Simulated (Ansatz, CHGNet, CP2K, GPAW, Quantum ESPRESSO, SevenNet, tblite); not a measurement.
## Graphene/h-BP/graphene sandwich (62 atoms): runs against a plane-wave reference

The cell holds 62 atoms: 48 C, 7 B and 7 P. Its edges and angles: a = 8.507 Å, b = 8.507 Å, c = 20.910 Å, α = 90.0°, β = 90.0°, γ = 120.0°. 12 cells of graphene (a = 2.46 Å, strained -0.17 %) and 7 cells of h-BP (a = 3.21 Å, +0.17 %) on one hexagonal cell, twist 10.89 deg; facing planes 3.49, 3.42 Å apart; 14 Å of vacuum; displaced by a Gaussian of 0.01 Å. Then every atom was moved at random, 0.03 Å r.m.s. a Cartesian component. Regions: layer 1, 24 atoms (24 C); layer 2, 14 atoms (7 B and 7 P); layer 3, 24 atoms (24 C). Vacuum lies along c.

Geometry: as built.

The reference, a calculation:

- method: Kohn-Sham DFT, PBE, PAW, plane waves (Ansatz 0.2.0); cutoff 420 eV, Γ point, fermi-dirac smearing of 0.05 eV; PAW set soft_2
- r.m.s. force component: 1.569 eV/Å
- longest force: 5.632 eV/Å
- SCF cycles: 15
- time: 13 s on 4 threads of Arm Neoverse V1, shared host
- CPU time: 51 s

Runs, in no order:
A. QE PBE, sssp-1.3.0-efficiency, 45/360 Ry: Kohn-Sham DFT, PBE, SSSP efficiency 1.3.0 pseudopotentials, plane waves
B. tblite GFN2-xTB: GFN2-xTB tight binding, diagonalisation
C. CP2K PBE, TZVP-MOLOPT (SR for B), 450/50 Ry, diagonalisation: Kohn-Sham DFT, PBE, GTH-PBE pseudopotentials, Gaussian and plane waves, TZVP-MOLOPT-GTH, diagonalisation
D. CP2K PBE, DZVP-MOLOPT-SR, 450/50 Ry, diagonalisation: Kohn-Sham DFT, PBE, GTH-PBE pseudopotentials, Gaussian and plane waves, DZVP-MOLOPT-SR-GTH, diagonalisation
E. GPAW PBE, LCAO dzp, h 0.2 Å, other mixer settings: Kohn-Sham DFT, PBE, PAW, atomic orbitals (dzp)

**Question.** Rank the runs by how far their forces lie from the reference's, least first.

A, C, D, E, B.

```csv
run,"Δ force, r.m.s. (meV/Å)",share of r.m.s. force (%),CPU time
"A. QE PBE, sssp-1.3.0-efficiency, 45/360 Ry",3.24,0.206,7.5 min
"C. CP2K PBE, TZVP-MOLOPT (SR for B), 450/50 Ry, diagonalisation",13.7,0.876,41 min
"D. CP2K PBE, DZVP-MOLOPT-SR, 450/50 Ry, diagonalisation",30.8,1.96,4.4 min
"E. GPAW PBE, LCAO dzp, h 0.2 Å, other mixer settings",114,7.26,2.4 min
B. tblite GFN2-xTB,163,10.4,3.3 s
```

Periodic xTB results under one method name differ between programs and library versions. The electronic-structure runs sample only Γ, in a cell whose shortest periodic width is 7 Å, which is coarse for a cell with partly filled levels.

[Logs are printed without paths, hosts, clocks, repeated set-up lines and the standing remarks that a program may print on its own settings, such as how far it seeks lower states.]

[Hosts, paths, dates, database ids (printed as entryN), source tags and the programs' standing remarks are cut or masked in the printed files.]
